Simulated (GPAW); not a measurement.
# Ballistic transport through an In chain with a Ge atom bridging one bond, cheap and dear

Aim: T(E), conductance and thermopower of an In chain with a Ge atom bridging one bond, and what cheaper settings cost in accuracy.

Method: GPAW LCAO, PAW setups; Landauer transmission from Green's functions with principal layers (ASE), zero bias, in GPAW 26.7.0.

## 1. The starting structure

The cell holds 11 atoms: 10 In and 1 Ge. Cell: a = 9.000 Å, b = 9.000 Å, c = 29.700 Å, α = 90.0°, β = 90.0°, γ = 90.0°. Regions: left lead, 5 atoms (5 In); channel, 1 atom (1 Ge); right lead, 5 atoms (5 In). Vacuum lies along a and b. The structure is stacked along c, and the current runs across the ab planes.

## 2. Double-zeta polarised basis

The script solves lead and junction separately, takes H and S in the orbital basis, and joins semi-infinite leads through their self-energies; the dzp basis is the working standard.

The input, run.py:

```python
import json
import numpy as np
from ase import Atoms
from ase.transport.calculators import TransportCalculator
from gpaw import GPAW, FermiDirac
from gpaw.lcao.tools import get_lcao_hamiltonian
from scipy.linalg import eigh

# The junction with lead layers at both ends, along the third cell vector
device = Atoms(
    ['In', 'In', 'In', 'In', 'In', 'Ge', 'In', 'In', 'In', 'In', 'In'],
    positions=[
        [4.50000, 4.50000, 1.47500],
        [4.50000, 4.50000, 4.42500],
        [4.50000, 4.50000, 7.37500],
        [4.50000, 4.50000, 10.32500],
        [4.50000, 4.50000, 13.27500],
        [6.60537, 4.50000, 14.85000],
        [4.50000, 4.50000, 16.42500],
        [4.50000, 4.50000, 19.37500],
        [4.50000, 4.50000, 22.32500],
        [4.50000, 4.50000, 25.27500],
        [4.50000, 4.50000, 28.22500]],
    cell=[[9.0, 0.0, 0.0], [0.0, 9.0, 0.0], [0.0, 0.0, 29.7]],
    pbc=True)

# One principal layer of the lead: the first 3 atoms of the device
lead = Atoms(
    ['In', 'In', 'In'],
    positions=[
        [4.50000, 4.50000, 1.47500],
        [4.50000, 4.50000, 4.42500],
        [4.50000, 4.50000, 7.37500]],
    cell=[[9.0, 0.0, 0.0], [0.0, 9.0, 0.0], [0.0, 0.0, 8.85]],
    pbc=True)

settings = dict(mode='lcao', basis='dzp', xc='PBE', h=0.2,
                occupations=FermiDirac(0.1), maxiter=250,
                mixer=dict(beta=0.1, nmaxold=8, weight=100.0),
                convergence=dict(density=0.0001))
energies = np.arange(-2, 2 + 1e-9, 0.05)
eta = 0.0001
n1, n2 = 1, 1
# k and -k transmit alike, so half of the mesh across the current serves
mesh = [(i, j) for i in range(n1) for j in range(n2) if (i, j) <= (-i % n1, -j % n2)]
weights = np.array([1 if (i, j) == (-i % n1, -j % n2) else 2 for i, j in mesh]) / (n1 * n2)

# [... helper functions left out ...]
fermi_lead = ground_state(lead, (1, 1, 13), 'lead.txt')
fermi_device = ground_state(device, (1, 1, 3), 'device.txt')
# [... loop over the mesh left out, but for ...]
        # Shift the lead onto the potential of the device's first layer
        shift = ((H[:, 0, 0] - H0[:, 0, 0]) / S0[0, 0]).real.mean()
# [...]
kT = 8.617333e-5 * 200
bias = [0.1, 0.2, 0.5, 1.0, 1.5, 2.0]
# [... integrals and printing left out ...]
```

On the command line:

```
$ OMP_NUM_THREADS=1 OPENBLAS_NUM_THREADS=1 python run.py
```

What it wrote:

```text
basis functions: device 243, principal layer 69
Fermi level: lead -2.2014 eV, device -2.2286 eV; lead shifted by -0.0114 eV
largest coupling past the next layer 1.88e-06 eV, largest misfit of the first layer 0.030 eV
  E-E_F (eV)   T (one spin)  [channel counts left out]
    -2.000    1.0858e-01
    -1.950    1.0438e-07
    -1.900    1.9051e-08
    -1.850    8.2771e-09
    -1.800    5.0967e-09
    -1.750    3.8887e-09
    -1.700    3.4842e-09
    -1.650    3.5817e-09
    -1.600    4.1964e-09
    -1.550    5.6406e-09
    -1.500    8.8962e-09
    -1.450    1.7297e-08
    -1.400    4.6343e-08
    -1.350    2.3446e-07
    -1.300    1.6046e-05
    -1.250    9.3743e-01
[...]
1.650    1.2829e+00
     1.700    1.2698e+00
     1.750    1.2552e+00
     1.800    1.2392e+00
     1.850    1.2179e+00
     1.900    1.2024e+00
     1.950    1.1826e+00
     2.000    1.1618e+00
conductance at 200 K: 0.81612 G0 a cell; thermopower -7.552 uV/K
current from the zero-bias T(E) at 0.1 V: 6.2644 uA
current from the zero-bias T(E) at 0.2 V: 12.185 uA
current from the zero-bias T(E) at 0.5 V: 25.529 uA
current from the zero-bias T(E) at 1.0 V: 49.297 uA
current from the zero-bias T(E) at 1.5 V: 85.528 uA
current from the zero-bias T(E) at 2.0 V: 127.76 uA
```

Run time: 50 s. Hardware: 1 thread of Arm Neoverse V1, shared host; peak memory 1 GiB.

This step gave:

- conductance: 0.8161 G₀
- thermopower: -7.552 μV/K
- largest coupling past the next principal layer: 1.88e-6 eV
- largest misfit of the first principal layer: 0.02994 eV
- shift that aligns the lead: -0.01135 eV
- basis functions of the junction: 243
- basis functions of a principal layer: 69
- transmission at the Fermi level (one spin): 0.8293

One spin. The transmission, zone mean by energy, zero at the Fermi level:

```csv
energy (eV),"transmission, zone mean"
-2.00,0.109
-1.90,1.9e-8
-1.80,5.1e-9
-1.70,3.5e-9
-1.55,5.6e-9
-1.45,1.7e-8
-1.35,2.3e-7
-1.25,0.937
-1.15,0.997
-1.05,0.970
-0.90,0.909
-0.80,0.853
-0.70,0.776
-0.60,0.664
-0.50,0.496
-0.40,0.259
-0.25,0.00141
-0.15,0.401
-0.05,0.748
0.00,0.829
0.05,0.865
0.15,0.886
0.25,0.925
0.40,1.04
0.50,1.12
0.60,1.18
0.70,1.23
0.80,1.27
0.90,1.30
1.05,1.32
1.15,1.33
1.25,1.33
1.35,1.33
1.45,1.32
1.55,1.30
1.70,1.27
1.80,1.24
1.90,1.20
2.00,1.16
```

Not self-consistent under bias; the bias window is split evenly. The current through one cell, from the zero-bias transmission by bias:

```csv
bias (V),"current through one cell, from the zero-bias transmission (μA)"
0.100,6.26
0.200,12.2
0.500,25.5
1.000,49.3
1.500,85.5
2.000,128
```

The transmission of the three most open eigenchannels by energy, zero at the Fermi level:

```csv
energy (eV),channel 1,channel 2,channel 3
-2.00,0.109,0,0
-1.90,1.9e-8,0,0
-1.80,5.1e-9,0,0
-1.70,3.5e-9,0,0
-1.55,5.6e-9,0,0
-1.45,1.7e-8,0,0
-1.35,2.3e-7,0,0
-1.25,0.937,0,0
-1.15,0.997,0,0
-1.05,0.970,0,0
-0.90,0.909,0,0
-0.80,0.853,0,0
-0.70,0.776,0,0
-0.60,0.664,0,0
-0.50,0.496,0,0
-0.40,0.259,5.2e-12,0
-0.25,0.00141,5.9e-8,2.5e-10
-0.15,0.214,0.123,0.0641
-0.05,0.389,0.239,0.120
0.00,0.465,0.286,0.0775
0.05,0.513,0.306,0.0459
0.15,0.576,0.301,0.00907
0.25,0.642,0.283,9.6e-5
0.40,0.757,0.266,0.0148
0.50,0.823,0.268,0.0277
0.60,0.869,0.274,0.0386
0.70,0.901,0.283,0.0475
0.80,0.923,0.292,0.0548
0.90,0.938,0.298,0.0609
1.05,0.953,0.302,0.0681
1.15,0.960,0.300,0.0717
1.25,0.965,0.295,0.0743
1.35,0.969,0.285,0.0761
1.45,0.972,0.271,0.0770
1.55,0.975,0.253,0.0772
1.70,0.978,0.216,0.0761
1.80,0.979,0.185,0.0745
1.90,0.981,0.150,0.0714
2.00,0.983,0.111,0.0683
```

Couplings past the next layer reach 1.9e-6 eV, small enough to drop; the matrix elements of the cell's first layer differ from the bulk lead's by up to 0.030 eV. That layer keeps its own values in the calculation, and only beyond it is the lead taken as perfect. The Fermi levels of lead and junction count from different zeros of potential, one for each periodic cell; with both set to zero, the small remaining shift is what aligns them. By hand: G = 0.8161 × 77.48 μS = 63.2 μS, a resistance of 15.8 kΩ; at 0.1 V a linear junction would pass 6.32 μA, and the integral over the bias window gives 6.26 μA. Mott's formula, S = -(π²/3)(k_B²T/e) d ln T/dE, has the prefactor 4.89 μV/K·eV at 200 K; T = 0.7477 at -0.05 eV and 0.8649 at 0.05 eV give a slope of 1.46 per eV and S = -7.11 μV/K, beside -7.55 μV/K from the thermal integral, which interpolates the same grid.

## 3. GPAW, szp: basis = "szp(dzp)"

One radial function a shell plus polarisation makes the matrices smaller; the question is what that costs.

Edit run.py of step 2 so:

```diff
@@ -36,3 +36,3 @@
 
-settings = dict(mode='lcao', basis='dzp', xc='PBE', h=0.2,
+settings = dict(mode='lcao', basis='szp(dzp)', xc='PBE', h=0.2,
                 occupations=FermiDirac(0.1), maxiter=250,
```

What it wrote:

```text
basis functions: device 149, principal layer 42
Fermi level: lead -2.3506 eV, device -2.3908 eV; lead shifted by -0.0126 eV
largest coupling past the next layer 1.86e-06 eV, largest misfit of the first layer 0.032 eV
  E-E_F (eV)   T (one spin)  [channel counts left out]
    -2.000    7.4998e-09
    -1.950    3.6978e-09
    -1.900    2.3355e-09
    -1.850    1.7386e-09
    -1.800    1.4673e-09
    -1.750    1.3757e-09
    -1.700    1.4188e-09
    -1.650    1.6045e-09
    -1.600    1.9952e-09
    -1.550    2.7543e-09
    -1.500    4.3003e-09
    -1.450    7.8624e-09
    -1.400    1.8009e-08
    -1.350    6.0210e-08
    -1.300    4.7778e-07
    -1.250    1.3259e-03
[...]
1.650    1.2928e+00
     1.700    1.2816e+00
     1.750    1.2691e+00
     1.800    1.2554e+00
     1.850    1.2385e+00
     1.900    1.2235e+00
     1.950    1.2061e+00
     2.000    1.1877e+00
conductance at 200 K: 0.83695 G0 a cell; thermopower -6.899 uV/K
current from the zero-bias T(E) at 0.1 V: 6.4212 uA
current from the zero-bias T(E) at 0.2 V: 12.477 uA
current from the zero-bias T(E) at 0.5 V: 26.07 uA
current from the zero-bias T(E) at 1.0 V: 48.439 uA
current from the zero-bias T(E) at 1.5 V: 83.964 uA
current from the zero-bias T(E) at 2.0 V: 126.33 uA
```

Wall time 63 s (1 thread); peak memory 1 GiB.

This step gave:

| Property | Result |
| --- | --- |
| conductance | 0.8370 G₀ |
| thermopower | -6.899 μV/K |
| largest coupling past the next principal layer | 1.86e-6 eV |
| largest misfit of the first principal layer | 0.03227 eV |
| shift that aligns the lead | -0.01256 eV |
| basis functions of the junction | 149 |
| basis functions of a principal layer | 42 |
| transmission at the Fermi level (one spin) | 0.8512 |

One spin. The transmission, zone mean by energy, zero at the Fermi level:

```csv
energy (eV),"transmission, zone mean"
-2.00,7.5e-9
-1.85,1.7e-9
-1.70,1.4e-9
-1.60,2.0e-9
-1.45,7.9e-9
-1.30,4.8e-7
-1.15,0.994
-1.10,0.998
-1.05,0.989
-0.90,0.929
-0.75,0.826
-0.60,0.645
-0.50,0.449
-0.35,0.0781
-0.20,0.126
-0.05,0.771
0.00,0.851
0.05,0.881
0.20,0.884
0.35,0.957
0.50,1.09
0.60,1.16
0.75,1.24
0.90,1.29
1.05,1.32
1.15,1.33
1.25,1.33
1.30,1.33
1.45,1.32
1.60,1.30
1.70,1.28
1.85,1.24
2.00,1.19
```

Not self-consistent under bias; the bias window is split evenly. The current through one cell, from the zero-bias transmission by bias:

```csv
bias (V),"current through one cell, from the zero-bias transmission (μA)"
0.100,6.42
0.200,12.5
0.500,26.1
1.000,48.4
1.500,84.0
2.000,126
```

Transmission of the three most open eigenchannels against energy, zero at the Fermi level:

```csv
energy (eV),channel 1,channel 2,channel 3
-2.00,7.5e-9,0,0
-1.90,2.3e-9,0,0
-1.80,1.5e-9,0,0
-1.70,1.4e-9,0,0
-1.55,2.8e-9,0,0
-1.45,7.9e-9,0,0
-1.35,6.0e-8,0,0
-1.25,0.00133,0,0
-1.15,0.994,0,0
-1.05,0.989,0,0
-0.90,0.929,0,0
-0.80,0.867,0,0
-0.70,0.778,0,0
-0.60,0.645,0,0
-0.50,0.449,0,0
-0.40,0.195,4.0e-12,0
-0.25,0.0158,4.3e-9,1.7e-10
-0.15,0.285,0.0936,0.0503
-0.05,0.352,0.221,0.199
0.00,0.433,0.272,0.146
0.05,0.484,0.294,0.103
0.15,0.548,0.292,0.0409
0.25,0.615,0.276,0.00806
0.40,0.739,0.263,0.00198
0.50,0.811,0.267,0.0106
0.60,0.864,0.276,0.0205
0.70,0.900,0.287,0.0294
0.80,0.924,0.297,0.0370
0.90,0.940,0.305,0.0434
1.05,0.956,0.312,0.0508
1.15,0.964,0.311,0.0544
1.25,0.969,0.307,0.0571
1.35,0.973,0.300,0.0588
1.45,0.977,0.288,0.0597
1.55,0.980,0.272,0.0597
1.70,0.983,0.240,0.0585
1.80,0.985,0.214,0.0570
1.90,0.986,0.183,0.0543
2.00,0.988,0.148,0.0515
```

The conductance, 0.837 G₀, lies 2.6 % above that of the dzp run.

## 4. Minimal basis

One function for each valence shell of the setup, as for a first survey of a large system.

Edit run.py of step 3 so:

```diff
@@ -36,3 +36,3 @@
 
-settings = dict(mode='lcao', basis='szp(dzp)', xc='PBE', h=0.2,
+settings = dict(mode='lcao', basis='sz(dzp)', xc='PBE', h=0.2,
                 occupations=FermiDirac(0.1), maxiter=250,
```

What it wrote:

```text
basis functions: device 94, principal layer 27
Fermi level: lead -2.2681 eV, device -2.3221 eV; lead shifted by -0.0168 eV
largest coupling past the next layer 1.93e-06 eV, largest misfit of the first layer 0.039 eV
  E-E_F (eV)   T (one spin)  [channel counts left out]
    -2.000    3.5756e-01
    -1.950    2.6895e-01
    -1.900    1.4213e-01
[...]
1.950    1.1829e+00
     2.000    1.1637e+00
conductance at 200 K: 0.87801 G0 a cell; thermopower -6.005 uV/K
current from the zero-bias T(E) at 0.1 V: 6.7423 uA
current from the zero-bias T(E) at 0.2 V: 13.138 uA
current from the zero-bias T(E) at 0.5 V: 28.065 uA
current from the zero-bias T(E) at 1.0 V: 49.59 uA
current from the zero-bias T(E) at 1.5 V: 82.742 uA
current from the zero-bias T(E) at 2.0 V: 123.67 uA
```

Run time: 63 s. Hardware: 1 thread; peak memory 0.93 GiB.

Numbers from this step:

| Property | Result |
| --- | --- |
| conductance | 0.8780 G₀ |
| thermopower | -6.005 μV/K |
| largest coupling past the next principal layer | 1.93e-6 eV |
| largest misfit of the first principal layer | 0.03937 eV |
| shift that aligns the lead | -0.01684 eV |
| basis functions of the junction | 94 |
| basis functions of a principal layer | 27 |
| transmission at the Fermi level (one spin) | 0.8915 |

The conductance, 0.878 G₀, lies 7.6 % above that of the dzp run.

## 5. revPBE in the dzp basis: xc = "revPBE"

Back in the dzp basis, the functional changes from PBE to revPBE, to set the spread between functionals beside that between bases.

Edit run.py of step 4 so:

```diff
@@ -36,3 +36,3 @@
 
-settings = dict(mode='lcao', basis='sz(dzp)', xc='PBE', h=0.2,
+settings = dict(mode='lcao', basis='dzp', xc='revPBE', h=0.2,
                 occupations=FermiDirac(0.1), maxiter=250,
```

What it wrote:

```text
basis functions: device 243, principal layer 69
Fermi level: lead -2.0990 eV, device -2.1276 eV; lead shifted by -0.0112 eV
largest coupling past the next layer 1.88e-06 eV, largest misfit of the first layer 0.031 eV
  E-E_F (eV)   T (one spin)  [channel counts left out]
    -2.000    1.9288e-01
    -1.950    4.9925e-07
    -1.900    3.2556e-08
[...]
1.950    1.1810e+00
     2.000    1.1604e+00
conductance at 200 K: 0.78801 G0 a cell; thermopower -7.622 uV/K
current from the zero-bias T(E) at 0.1 V: 6.0489 uA
current from the zero-bias T(E) at 0.2 V: 11.769 uA
current from the zero-bias T(E) at 0.5 V: 24.726 uA
current from the zero-bias T(E) at 1.0 V: 47.784 uA
current from the zero-bias T(E) at 1.5 V: 83.406 uA
current from the zero-bias T(E) at 2.0 V: 125.27 uA
```

Run time: 81 s. Hardware: 1 thread; peak memory 1 GiB.

Numbers from this step:

```
conductance                                    : 0.7880 G₀
thermopower                                    : -7.622 μV/K
largest coupling past the next principal layer : 1.88e-6 eV
largest misfit of the first principal layer    : 0.03072 eV
shift that aligns the lead                     : -0.01125 eV
basis functions of the junction                : 243
basis functions of a principal layer           : 69
transmission at the Fermi level (one spin)     : 0.8007
```

The conductance, 0.788 G₀, lies 3.4 % below that of the dzp run.

## 6. All levels side by side

Times are for 1 thread of Arm Neoverse V1, shared host. Results by setting:

```csv
no.,run,conductance (G₀),time,memory (GiB)
1,dzp,0.8161,50 s,1.0
2,szp,0.8370,63 s,1.0
3,sz,0.8780,63 s,0.93
4,dzp revPBE,0.7880,81 s,1.0
```

## 7. The levels side by side

The curves are compared point by point over the common energies.

This step: comparison of transmission and cost over codes and levels (GPAW 26.7.0).

Ladder, by row:

```csv
step,code,T at the Fermi level (sum over the listed spins),conductance (G0),r.m.s. T(E) from the first,wall time (s),peak memory (GiB),threads
dzp,GPAW,0.8293,0.8161,0,49.97,1.04,1
szp,GPAW,0.8512,0.837,0.1068,63.36,1.02,1
sz,GPAW,0.8915,0.878,0.08806,62.53,0.93,1
dzp-revPBE,GPAW,0.8007,0.788,0.01647,81.3,1.04,1
```

Table of transmission, zone mean, sum over the listed spins by energy, zero at the Fermi level:

```csv
energy (eV),dzp,szp,sz,dzp-revPBE
-2.00,0.109,7.5e-9,0.358,0.193
-1.85,8.3e-9,1.7e-9,4.0e-7,1.2e-8
-1.70,3.5e-9,1.4e-9,8.2e-9,4.2e-9
-1.50,8.9e-9,4.3e-9,1.0e-8,1.1e-8
-1.35,2.3e-7,6.0e-8,1.3e-7,4.1e-7
-1.20,0.996,0.940,0.977,0.999
-1.15,0.997,0.994,0.999,0.993
-1.05,0.970,0.989,0.957,0.963
-0.90,0.909,0.929,0.856,0.899
-0.70,0.776,0.778,0.655,0.760
-0.55,0.588,0.556,0.409,0.566
-0.40,0.259,0.195,0.0960,0.239
-0.25,0.00141,0.0158,0.0506,0.00264
-0.10,0.603,0.627,0.681,0.582
0.00,0.829,0.851,0.892,0.801
0.10,0.878,0.884,0.919,0.849
0.25,0.925,0.899,0.928,0.898
0.40,1.04,1.00,1.03,1.02
0.55,1.15,1.13,1.14,1.14
0.70,1.23,1.22,1.23,1.22
0.90,1.30,1.29,1.29,1.29
1.05,1.32,1.32,1.32,1.32
1.20,1.33,1.33,1.33,1.33
1.25,1.33,1.33,1.33,1.33
1.35,1.33,1.33,1.32,1.33
1.50,1.31,1.32,1.30,1.31
1.70,1.27,1.28,1.26,1.27
1.85,1.22,1.24,1.22,1.22
2.00,1.16,1.19,1.16,1.16
```

## 8. Temperature 150, functional LDA, broadening 0.01

Temperature enters only through the Fermi window. The functional moves levels against the Fermi level. The broadening keeps the Green's functions finite; too large a value absorbs electrons where channels are open and leaks them where none are.

This step: GPAW LCAO, PAW setups; Landauer transmission from Green's functions with principal layers (ASE), zero bias (GPAW 26.7.0).

Edit run.py of step 5 so:

```diff
@@ -36,3 +36,3 @@
 
-settings = dict(mode='lcao', basis='dzp', xc='revPBE', h=0.2,
+settings = dict(mode='lcao', basis='dzp', xc='LDA', h=0.2,
                 occupations=FermiDirac(0.1), maxiter=250,
@@ -41,3 +41,3 @@
 energies = np.arange(-2, 2 + 1e-9, 0.05)
-eta = 0.0001
+eta = 0.01
 n1, n2 = 1, 1
@@ -54,3 +54,3 @@
 # [...]
-kT = 8.617333e-5 * 200
+kT = 8.617333e-5 * 150
 bias = [0.1, 0.2, 0.5, 1.0, 1.5, 2.0]
```

What it wrote:

```text
basis functions: device 243, principal layer 69
Fermi level: lead -2.4627 eV, device -2.4902 eV; lead shifted by -0.0077 eV
largest coupling past the next layer 1.90e-06 eV, largest misfit of the first layer 0.029 eV
  E-E_F (eV)   T (one spin)  [channel counts left out]
    -2.000    8.7510e-05
    -1.950    4.2822e-05
    -1.900    2.7106e-05
    -1.850    2.0381e-05
    -1.800    1.7495e-05
    -1.750    1.6807e-05
    -1.700    1.7904e-05
    -1.650    2.1118e-05
    -1.600    2.7740e-05
    -1.550    4.1182e-05
    -1.500    7.1128e-05
    -1.450    1.5123e-04
    -1.400    4.4779e-04
    -1.350    2.6237e-03
    -1.300    2.0363e-01
    -1.250    8.4132e-01
[...]
1.650    1.1843e+00
     1.700    1.1733e+00
     1.750    1.1609e+00
     1.800    1.1473e+00
     1.850    1.1290e+00
     1.900    1.1159e+00
     1.950    1.0991e+00
     2.000    1.0812e+00
conductance at 150 K: 0.65624 G0 a cell; thermopower -7.66 uV/K
current from the zero-bias T(E) at 0.1 V: 5.0383 uA
current from the zero-bias T(E) at 0.2 V: 9.8125 uA
current from the zero-bias T(E) at 0.5 V: 20.944 uA
current from the zero-bias T(E) at 1.0 V: 42.886 uA
current from the zero-bias T(E) at 1.5 V: 76.512 uA
current from the zero-bias T(E) at 2.0 V: 115.42 uA
```

Wall time 56 s (1 thread); peak memory 1 GiB.

The run finished with changed settings (temperature = 150, xc = "LDA" and eta = 0.01); it serves as a test.

The two runs compared:

```csv
quantity,this run,sound run,difference
conductance (G₀),0.65624,0.81612,-0.160
thermopower (μV/K),-7.6600,-7.5525,-0.107
largest coupling past the next principal layer (eV),1.898e-6,1.883e-6,1.5e-8
largest misfit of the first principal layer (eV),0.028783,0.029938,-0.00115
shift that aligns the lead (eV),-0.0076980,-0.011353,0.00366
transmission at the Fermi level (one spin),0.66351,0.82926,-0.166
```

The two runs differ clearly in the transmission at the Fermi level (one spin): 0.664 against 0.829.

(Part 1 of 2 ends here.)

[Logs are printed without paths, hosts, clocks, repeated set-up lines and the standing remarks that a program may print on its own settings, such as how far it seeks lower states.]

[Hosts, paths, dates, database ids (printed as entryN), source tags and the programs' standing remarks are cut or masked in the printed files.]
